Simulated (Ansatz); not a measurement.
# GeF2 (model cell, started as rutile): a soft mode frozen in, part 2 of 3

Aim: this structure of GeF2 (model cell, started as rutile) is to be tested for unstable modes, and one is followed downhill.

Ansatz 0.2.0; DFT PBE, scalar-relativistic, plane waves, PAW.

So far, highest frequency on the path or at a solved wavevector (cm⁻¹): step 2 (phonons on a q mesh) 390. Also lowest frequency on the path (cm⁻¹): step 2 -216.

The structure was built from a prototype and need not be the compound's stable phase.

## Step 4: The mode frozen in, largest atomic shift 0.22 Å

The atoms are moved along the unstable eigenvector, the largest shift by 0.22 Å, with the cell fixed.

input.yaml

```yaml
crystal:
  lattice:
    - [-5.2390464767, 0.0, 0.0]
    - [0.0, -5.2390464767, -3.5488479333]
    - [0.0, -5.2390464767, 3.5488479333]
  atoms:
    - { symbol: Ge, position: [0.0, 0.5076277516, 0.4923722484] }
    - { symbol: Ge, position: [0.0, -0.0076277516, 0.0076277516] }
    - { symbol: Ge, position: [0.4900175393, 1.0027417651, 0.5027417651] }
    - { symbol: Ge, position: [0.5099824607, 0.4972582349, -0.0027417651] }
    - { symbol: F, position: [0.6969727705, 0.3636091842, 0.3333635863] }
    - { symbol: F, position: [0.6969727705, 0.8333635863, 0.8636091842] }
    - { symbol: F, position: [0.3030272295, 0.1363908158, 0.1666364137] }
    - { symbol: F, position: [0.3030272295, 0.6666364137, 0.6363908158] }
    - { symbol: F, position: [0.2254941472, 0.1361034675, 0.6361034675] }
    - { symbol: F, position: [0.1684513938, 0.666923762, 0.166923762] }
    - { symbol: F, position: [0.8315486062, 0.833076238, 0.333076238] }
    - { symbol: F, position: [0.7745058528, 0.3638965325, 0.8638965325] }
kpoints:
  mp_grid: { grid: [4, 4, 4] }
hamiltonian:
  xc: pbe
scf:
  occupations: { method: gaussian, width: 0.02 }
output:
  forces: true
  stress: true
  eigenvalues: true
```

Run with:

```bash
$ ansatz run input.yaml --threads 8 --pin off --max-ram 14336MiB --backend cpu --events-out ev --progress --plain --runs-dir out
```

Numbers of over 12 decimals in the logs are rounded to 6 here.

What it wrote:

```text
[...]
Crystal: 12 atoms, lattice volume = 194.815 Å³
Basis set: ecut = 420 eV, 3815 PW (Γ), exchange–correlation on 72×90×90 points (8 copies of the dense FFT grid, shifted against one another)
Bands: 68, of which v1, the nominal top of the filled ones, is band 56 counted from 1 (55 counted from 0)
Symmetry: 4 space group operations
[...]
k-points: 24 of 64
[...]
k-point 0: bands = [... 52 lower, 0.7099, 2.9910, 3.3025, 3.5102, 6.6782, 6.8947, 7.1908, 7.4498, ... 5 higher]
  k-point 1: bands = [... 52 lower, 0.7248, 2.6787, 3.2528, 3.4766, 7.0176, 7.2540, 7.5245, 7.7979, ... 5 higher]
  k-point 2: bands = [... 52 lower, 1.7123, 1.7964, 3.2996, 3.4245, 7.6375, 7.7640, 8.0616, 8.0975, ... 5 higher]
  k-point 23: bands = [... 52 lower, 1.8805, 2.4303, 3.0442, 3.2949, 6.8432, 7.0343, 7.1880, 7.4821, ... 5 higher]
[key lines of the parts left out:]
SCF converged after 8 iterations
Free energy (F): -23648.317846 eV
Fermi energy:    5.159790 eV
P = ⅓ Tr σ = 1.4430 GPa (14.430 kbar)
```

The job ended after 2.3 s (8 threads of Arm Neoverse V2, shared host; peak memory 0.94 GiB; 17 s of CPU time).

This step gave:

- pressure: 1.443 GPa
- gap on the k-mesh: 3.037 eV
- energy from the undistorted cell: -26.53 meV/atom

The energy, extrapolated to zero smearing, is -26.53 meV/atom against the undistorted cell.

The run ends at a pressure of 1.44 GPa, with forces up to 0.46 eV/Å.

## Step 5: Energy along the mode, all amplitudes (two of the runs are shown above)

An imaginary frequency means negative curvature, so the energy should fall and then rise again as anharmonic terms take over.

This step gave:

```
depth at the lowest point sampled  : 26.53 meV/atom
largest atomic shift at that point : 0.22 Å
```

Energy from the parent against largest atomic shift:

```
largest atomic shift (Å)  energy from the parent (meV/atom)
                   0.000                                  0
                   0.040                              -1.29
                   0.080                              -4.98
                   0.140                              -13.8
                   0.220                              -26.5
                   0.320                              -26.1
                   0.450                               65.6
```

Displacement at unit largest shift by atom:

```
atom   x (Å)   y (Å)   z (Å)   size
 Ge1   0.000   0.000  -0.246  0.246
 Ge2   0.000   0.000   0.246  0.246
 Ge3   0.238  -0.131   0.000  0.272
 Ge4  -0.238   0.131   0.000  0.272
  F5   0.000   0.000  -0.488  0.488
  F6   0.000   0.000   0.488  0.488
  F7   0.000   0.000   0.488  0.488
  F8   0.000   0.000  -0.488  0.488
  F9  -0.679   0.734   0.000  1.000
 F10   0.679  -0.734   0.000  1.000
 F11  -0.679   0.734   0.000  1.000
 F12   0.679  -0.734   0.000  1.000
```

The lowest of the steps tried is at 0.22 Å, 26.5 meV/atom below the parent; the bottom of the well need not coincide with a step.

## Step 6: Relaxation from the frozen mode

Starting from the lowest point found, all atoms and the cell are let go, so that strain and other modes of the same symmetry can join in.

Changes to input.yaml since step 4:

```diff
@@ -23,3 +23,3 @@
 scf:
-  occupations: { method: gaussian, width: 0.02 }
+  occupations: { method: fixed }
 output:
@@ -28 +28,10 @@
   eigenvalues: true
+  write_density: true
+  write_potential: true
+  elf: true
+  volumetric_format: npy
+relax:
+  adjacent_minimum: "off"
+  f_tol: 0.002
+  max_steps: 120
+  cell: { stress_tol: 0.03 }
```

What it wrote:

```text
[...]
Crystal: 12 atoms, lattice volume = 194.815 Å³
Basis set: ecut = 420 eV, 3815 PW (Γ), exchange–correlation on 72×90×90 points (8 copies of the dense FFT grid, shifted against one another)
Bands: 68, of which v1, the nominal top of the filled ones, is band 56 counted from 1 (55 counted from 0)
Symmetry: 4 space group operations
[...]
k-points: 24 of 64
[...]
SCF iter   1: F=—  HF=-23648.318249 eV  |F-HF|=—  |Δ(HF+E_count)|=         —  Δρ=2.88e-3  dr2=8.19e-3  ethr=1.77e-3  ⟨swp⟩=4.1  Hψ=5281  notcnv=0  defer=174
[...]
SCF iter   8: F=-23648.317846 eV  HF=-23648.317846 eV  |F-HF|=1.56e-9  |Δ(HF+E_count)|=   1.06e-9  Δρ=4.03e-6  dr2=2.46e-8  ethr=8.93e-11  ⟨swp⟩=12.7  Hψ=11321  notcnv=0
SCF 1 converged in 8 iterations: F = -23648.317846 eV  dr2 = 2.46e-8
[...]
relax step   1: F+E_penalty+E_count = -23648.31784634 eV  Δ(F+E_penalty+E_count) = +0.000e0 eV  max|allowed force component| = 4.641e-1 eV/Å  Δτ_max = 0.0000 Å  P = +1.443 GPa  Ω = 194.815 Å³  (8 SCF iters, dr2 threshold 1.00e-7 eV, accepted)
Crystal: 12 atoms, lattice volume = 202.751 Å³
Basis set: ecut = 420 eV, 3947 PW (Γ), exchange–correlation on 72×90×90 points (8 copies of the dense FFT grid, shifted against one another)
[...]
iter 1 solved again at ethr=1.27e-4 eV; its pass at ethr=3.10e-3 eV (dr2=1.42e-1 eV) is discarded
[...]
SCF iter   8: F=-23648.509440 eV  HF=-23648.509440 eV  |F-HF|=1.20e-7  |Δ(HF+E_count)|=   6.55e-7  Δρ=7.76e-6  dr2=1.17e-7  ethr=1.07e-9  ⟨swp⟩=12.9  Hψ=12169  notcnv=0
SCF 2 converged in 8 iterations: F = -23648.509440 eV  dr2 = 1.17e-7
[...]
relax step   2: F+E_penalty+E_count = -23648.50943989 eV  Δ(F+E_penalty+E_count) = -1.916e-1 eV  max|allowed force component| = 5.451e-1 eV/Å  Δτ_max = 0.0679 Å  P = -1.032 GPa  Ω = 202.751 Å³  energy of the carried Pulay correction = -2.457e-2 eV  (8 SCF iters, dr2 threshold 1.20e-6 eV, accepted)
Crystal: 12 atoms, lattice volume = 209.313 Å³
Basis set: ecut = 420 eV, 4075 PW (Γ), exchange–correlation on 72×90×90 points (8 copies of the dense FFT grid, shifted against one another)
[...]
SCF iter   7: F=-23648.700487 eV  HF=-23648.700486 eV  |F-HF|=5.71e-7  |Δ(HF+E_count)|=   5.00e-6  Δρ=2.60e-5  dr2=1.14e-6  ethr=1.07e-9  ⟨swp⟩=11.9  Hψ=12783  notcnv=0
SCF 3 converged in 7 iterations: F = -23648.700487 eV  dr2 = 1.14e-6
relax step   3: F+E_penalty+E_count = -23648.70048652 eV  Δ(F+E_penalty+E_count) = -1.910e-1 eV  max|allowed force component| = 8.960e-1 eV/Å  Δτ_max = 0.1413 Å  P = -2.433 GPa  Ω = 209.313 Å³  energy of the carried Pulay correction = -4.415e-2 eV  (7 SCF iters, dr2 threshold 1.20e-6 eV, accepted)
[... from here on, the SCF cycles and remarks between the steps are left out ...]
relax step   4: F+E_penalty+E_count = -23648.91462354 eV  Δ(F+E_penalty+E_count) = -2.141e-1 eV  max|allowed force component| = 6.686e-1 eV/Å  Δτ_max = 0.2000 Å  P = -0.137 GPa  Ω = 210.801 Å³  energy of the carried Pulay correction = -4.851e-2 eV  (8 SCF iters, dr2 threshold 1.20e-6 eV, accepted)
relax step   5: F+E_penalty+E_count = -23649.02908951 eV  Δ(F+E_penalty+E_count) = -1.145e-1 eV  max|allowed force component| = 3.275e-1 eV/Å  Δτ_max = 0.1919 Å  P = +0.153 GPa  Ω = 214.723 Å³  energy of the carried Pulay correction = -5.983e-2 eV  (8 SCF iters, dr2 threshold 1.20e-6 eV, accepted)
relax step   6: F+E_penalty+E_count = -23649.06321042 eV  Δ(F+E_penalty+E_count) = -3.412e-2 eV  max|allowed force component| = 1.071e-1 eV/Å  Δτ_max = 0.0489 Å  P = -0.074 GPa  Ω = 213.544 Å³  energy of the carried Pulay correction = -5.645e-2 eV  (7 SCF iters, dr2 threshold 1.20e-6 eV, accepted)
relax step   7: F+E_penalty+E_count = -23649.06111425 eV  Δ(F+E_penalty+E_count) = +2.096e-3 eV  max|allowed force component| = 1.433e-1 eV/Å  Δτ_max = 0.0447 Å  P = +0.022 GPa  Ω = 214.204 Å³  energy of the carried Pulay correction = -5.835e-2 eV  (7 SCF iters, dr2 threshold 7.17e-7 eV, rejected (line search))
relax step   8: F+E_penalty+E_count = -23649.07119259 eV  Δ(F+E_penalty+E_count) = -7.982e-3 eV  max|allowed force component| = 3.240e-2 eV/Å  Δτ_max = 0.0218 Å  P = +0.030 GPa  Ω = 213.692 Å³  energy of the carried Pulay correction = -5.688e-2 eV  (10 SCF iters, accepted)
relax step   9: F+E_penalty+E_count = -23649.06858126 eV  Δ(F+E_penalty+E_count) = +2.611e-3 eV  max|allowed force component| = 5.856e-2 eV/Å  Δτ_max = 0.0480 Å  P = -0.083 GPa  Ω = 215.250 Å³  energy of the carried Pulay correction = -6.134e-2 eV  (8 SCF iters, dr2 threshold 6.56e-8 eV, accepted)
relax step  10: F+E_penalty+E_count = -23649.07031571 eV  Δ(F+E_penalty+E_count) = -1.734e-3 eV  max|allowed force component| = 1.312e-2 eV/Å  Δτ_max = 0.0057 Å  P = +0.057 GPa  Ω = 214.873 Å³  energy of the carried Pulay correction = -6.026e-2 eV  (6 SCF iters, dr2 threshold 2.14e-7 eV, accepted)
relax step  11: F+E_penalty+E_count = -23649.06904264 eV  Δ(F+E_penalty+E_count) = +1.273e-3 eV  max|allowed force component| = 8.773e-3 eV/Å  Δτ_max = 0.0064 Å  P = -0.048 GPa  Ω = 215.342 Å³  energy of the carried Pulay correction = -6.160e-2 eV  (7 SCF iters, dr2 threshold 1.63e-8 eV, accepted)
relax step  12: F+E_penalty+E_count = -23649.06941082 eV  Δ(F+E_penalty+E_count) = -3.682e-4 eV  max|allowed force component| = 2.655e-3 eV/Å  Δτ_max = 0.0018 Å  P = -0.005 GPa  Ω = 215.234 Å³  energy of the carried Pulay correction = -6.129e-2 eV  (6 SCF iters, dr2 threshold 9.34e-9 eV, accepted)
relax step  13: F+E_penalty+E_count = -23649.06937219 eV  Δ(F+E_penalty+E_count) = +3.863e-5 eV  max|allowed force component| = 3.264e-3 eV/Å  Δτ_max = 0.0030 Å  P = +0.009 GPa  Ω = 215.259 Å³  energy of the carried Pulay correction = -6.137e-2 eV  (8 SCF iters, dr2 threshold 4.41e-10 eV, accepted)
relax step  14: F+E_penalty+E_count = -23649.06912548 eV  Δ(F+E_penalty+E_count) = +2.467e-4 eV  max|allowed force component| = 4.544e-3 eV/Å  Δτ_max = 0.0088 Å  P = +0.009 GPa  Ω = 215.361 Å³  energy of the carried Pulay correction = -6.165e-2 eV  (8 SCF iters, dr2 threshold 6.66e-10 eV, accepted)
relax step  15: F+E_penalty+E_count = -23649.06917253 eV  Δ(F+E_penalty+E_count) = -4.705e-5 eV  max|allowed force component| = 5.685e-3 eV/Å  Δτ_max = 0.0057 Å  P = +0.008 GPa  Ω = 215.347 Å³  energy of the carried Pulay correction = -6.162e-2 eV  (7 SCF iters, dr2 threshold 1.29e-9 eV, accepted)
[...]
relax step  57: F+E_penalty+E_count = -23649.35082025 eV  Δ(F+E_penalty+E_count) = +4.195e-4 eV  max|allowed force component| = 3.156e-3 eV/Å  Δτ_max = 0.0116 Å  P = +0.002 GPa  Ω = 244.962 Å³  energy of the carried Pulay correction = -9.769e-4 eV  (8 SCF iters, dr2 threshold 1.25e-8 eV, accepted)
relax step  58: F+E_penalty+E_count = -23649.35042891 eV  Δ(F+E_penalty+E_count) = +3.913e-4 eV  max|allowed force component| = 1.050e-3 eV/Å  Δτ_max = 0.0088 Å  P = -0.001 GPa  Ω = 245.136 Å³  energy of the carried Pulay correction = -1.447e-3 eV  (9 SCF iters, dr2 threshold 6.23e-10 eV, accepted)
relax step  59: F+E_penalty+E_count = -23649.35244649 eV  Δ(F+E_penalty+E_count) = -2.018e-3 eV  max|allowed force component| = 1.301e-3 eV/Å  Δτ_max = 0.0000 Å  P = +0.006 GPa  Ω = 245.136 Å³  stress off target by 5.66e-2 GPa  SCF on the basis re-selected at this cell (its energy is not comparable with the rows above)  (8 SCF iters)
relax step  60: F+E_penalty+E_count = -23649.35155539 eV  Δ(F+E_penalty+E_count) = +8.911e-4 eV  max|allowed force component| = 4.197e-3 eV/Å  Δτ_max = 0.0160 Å  P = +0.006 GPa  Ω = 245.642 Å³  energy of the carried Pulay correction = -1.281e-3 eV  (8 SCF iters, dr2 threshold 8.00e-9 eV, accepted)
relax step  61: F+E_penalty+E_count = -23649.35132458 eV  Δ(F+E_penalty+E_count) = +2.308e-4 eV  max|allowed force component| = 6.652e-3 eV/Å  Δτ_max = 0.0049 Å  P = +0.003 GPa  Ω = 245.730 Å³  energy of the carried Pulay correction = -1.507e-3 eV  (9 SCF iters, rejected (line search))
relax step  62: F+E_penalty+E_count = -23649.35130510 eV  Δ(F+E_penalty+E_count) = +2.503e-4 eV  max|allowed force component| = 1.526e-3 eV/Å  Δτ_max = 0.0018 Å  P = +0.002 GPa  Ω = 245.746 Å³  energy of the carried Pulay correction = -1.550e-3 eV  (9 SCF iters, accepted)
relax step  63: F+E_penalty+E_count = -23649.35308423 eV  Δ(F+E_penalty+E_count) = -1.779e-3 eV  max|allowed force component| = 1.591e-3 eV/Å  Δτ_max = 0.0000 Å  P = +0.007 GPa  Ω = 245.746 Å³  stress off target by 4.33e-2 GPa  SCF on the basis re-selected at this cell (its energy is not comparable with the rows above)  (8 SCF iters)
relax step  64: F+E_penalty+E_count = -23649.35219466 eV  Δ(F+E_penalty+E_count) = +8.896e-4 eV  max|allowed force component| = 1.968e-3 eV/Å  Δτ_max = 0.0073 Å  P = -0.007 GPa  Ω = 246.193 Å³  energy of the carried Pulay correction = -1.118e-3 eV  (8 SCF iters, dr2 threshold 4.69e-9 eV, accepted)
relax step  65: F+E_penalty+E_count = -23649.35347275 eV  Δ(F+E_penalty+E_count) = -1.278e-3 eV  max|allowed force component| = 1.918e-3 eV/Å  Δτ_max = 0.0000 Å  P = +0.003 GPa  Ω = 246.193 Å³  stress off target by 3.56e-2 GPa  SCF on the basis re-selected at this cell (its energy is not comparable with the rows above)  (7 SCF iters)
relax step  66: F+E_penalty+E_count = -23649.35270782 eV  Δ(F+E_penalty+E_count) = +7.649e-4 eV  max|allowed force component| = 1.674e-3 eV/Å  Δτ_max = 0.0074 Å  P = +0.003 GPa  Ω = 246.565 Å³  energy of the carried Pulay correction = -9.529e-4 eV  (8 SCF iters, dr2 threshold 3.18e-9 eV, accepted)
relax step  67: F+E_penalty+E_count = -23649.35374454 eV  Δ(F+E_penalty+E_count) = -1.037e-3 eV  max|allowed force component| = 1.502e-3 eV/Å  Δτ_max = 0.0000 Å  P = +0.008 GPa  Ω = 246.565 Å³  stress off target by 3.59e-2 GPa  SCF on the basis re-selected at this cell (its energy is not comparable with the rows above)  (7 SCF iters)
relax step  68: F+E_penalty+E_count = -23649.35274228 eV  Δ(F+E_penalty+E_count) = +1.002e-3 eV  max|allowed force component| = 1.322e-3 eV/Å  Δτ_max = 0.0067 Å  P = -0.004 GPa  Ω = 247.005 Å³  energy of the carried Pulay correction = -1.125e-3 eV  (8 SCF iters, dr2 threshold 3.22e-9 eV, accepted)
relax step  69: F+E_penalty+E_count = -23649.35413530 eV  Δ(F+E_penalty+E_count) = -1.393e-3 eV  max|allowed force component| = 1.297e-3 eV/Å  Δτ_max = 0.0000 Å  P = +0.006 GPa  Ω = 247.005 Å³  stress off target by 3.07e-2 GPa  SCF on the basis re-selected at this cell (its energy is not comparable with the rows above)  (8 SCF iters)
relax step  70: F+E_penalty+E_count = -23649.35336297 eV  Δ(F+E_penalty+E_count) = +7.723e-4 eV  max|allowed force component| = 1.711e-3 eV/Å  Δτ_max = 0.0058 Å  P = +0.005 GPa  Ω = 247.347 Å³  energy of the carried Pulay correction = -8.668e-4 eV  (8 SCF iters, dr2 threshold 2.35e-9 eV, accepted)
[...]
SCF iter   8: F=-23649.354376 eV  HF=-23649.354376 eV  |F-HF|=7.28e-12  |Δ(HF+E_count)|=  1.82e-10  Δρ=4.58e-8  dr2=9.72e-12  ethr=1.00e-12  ⟨swp⟩=12.4  Hψ=9102  notcnv=0
SCF 71 converged in 8 iterations: F = -23649.354376 eV  dr2 = 9.72e-12
relax step  71: F+E_penalty+E_count = -23649.35437640 eV  Δ(F+E_penalty+E_count) = -1.013e-3 eV  max|allowed force component| = 1.791e-3 eV/Å  Δτ_max = 0.0000 Å  P = +0.009 GPa  Ω = 247.347 Å³  stress off target by 2.91e-2 GPa  SCF on the basis re-selected at this cell (its energy is not comparable with the rows above)  (8 SCF iters)
[...]
SCF converged after 8 iterations
Free energy (F): -23649.354376 eV
[...]
Internal energy: -23649.354376 eV  (E = F + TS)
E sigma→0 (E₀):  -23649.354376 eV
Fermi energy:    0.985674 eV
[...]
--- Forces (eV/Å), atoms counted from 1 ---
  atom   1  Ge     0.00000000     0.00000000    -0.00014108
  atom   2  Ge     0.00000000     0.00000000     0.00014108
  atom   3  Ge    -0.00068389     0.00179098     0.00000000
  atom   4  Ge     0.00068389    -0.00179098     0.00000000
  atom   5  F      0.00011278     0.00044311    -0.00024211
  atom   6  F      0.00011278     0.00044311     0.00024211
  atom   7  F     -0.00011278    -0.00044311     0.00024211
  atom   8  F     -0.00011278    -0.00044311    -0.00024211
  atom   9  F      0.00066886    -0.00090632     0.00000000
  atom  10  F     -0.00146448    -0.00089247     0.00000000
  atom  11  F      0.00146448     0.00089247     0.00000000
  atom  12  F     -0.00066886     0.00090632     0.00000000
  max |Σ_I F_I| component: 4.34e-19 eV/Å
--- Stress (GPa, compression-positive) ---
        0.029010      -0.001525       0.000000
       -0.001525       0.003991       0.000000
        0.000000       0.000000      -0.006508
  P = ⅓ Tr σ = 0.0088 GPa (0.088 kbar)
--- Band table (eV; the first three rows and the last of 24) ---
  k-point 0: bands = [... 52 lower, -1.4408, 0.0062, 0.4769, 0.9857, 4.6121, 5.0193, 5.8228, 5.8673, ... 8 higher]
  k-point 1: bands = [... 52 lower, -1.3164, -0.0971, 0.4534, 0.9274, 4.7679, 5.2529, 5.8357, 6.1293, ... 8 higher]
  k-point 2: bands = [... 52 lower, -0.9063, -0.4204, 0.5343, 0.8310, 4.9510, 5.5335, 5.9986, 6.0056, ... 8 higher]
  k-point 23: bands = [... 52 lower, -0.8270, 0.2740, 0.4159, 0.5099, 4.5250, 4.9545, 5.5467, 5.9691, ... 8 higher]
--- Relaxed structure (58 steps of the walk, 52 accepted, 13 SCFs on fresh bases) ---
  F+E_penalty+E_count = -23649.35437640 eV   max|allowed force component| = 1.791e-3 eV/Å   (the final SCF, on the basis selected at the relaxed cell)
  cell:  # Å, volume = 247.3472 Å³
    - [-6.316704, 0.403623, 0]
    - [0.403623, -5.053442, -3.894228]
    - [0.403623, -5.053442, 3.894228]
  atoms:
    - { symbol: Ge, position: [0.0, 0.544662, 0.455338] }
    - { symbol: Ge, position: [4.531804330640932e-19, -0.044662, 0.044662] }
    - { symbol: Ge, position: [0.422701, 1.022997, 0.522997] }
    - { symbol: Ge, position: [0.577299, 0.477003, -0.022997] }
    - { symbol: F, position: [0.742917, 0.407779, 0.259974] }
    - { symbol: F, position: [0.742917, 0.759974, 0.907779] }
    - { symbol: F, position: [0.257083, 0.092221, 0.240026] }
    - { symbol: F, position: [0.257083, 0.740026, 0.592221] }
    - { symbol: F, position: [0.238401, 0.148446, 0.648446] }
    - { symbol: F, position: [0.135665, 0.671748, 0.171748] }
    - { symbol: F, position: [0.864335, 0.828252, 0.328252] }
    - { symbol: F, position: [0.761599, 0.351554, 0.851554] }
```

Elapsed: 4.6 min, on 8 threads; peak memory 1.2 GiB; 35 min of CPU time.

[end of part 2 of 3]

[Logs are printed without paths, hosts, clocks, repeated set-up lines and the standing remarks that a program may print on its own settings, such as how far it seeks lower states.]

[Hosts, paths, dates, database ids (printed as entryN), source tags and the programs' standing remarks are cut or masked in the printed files.]
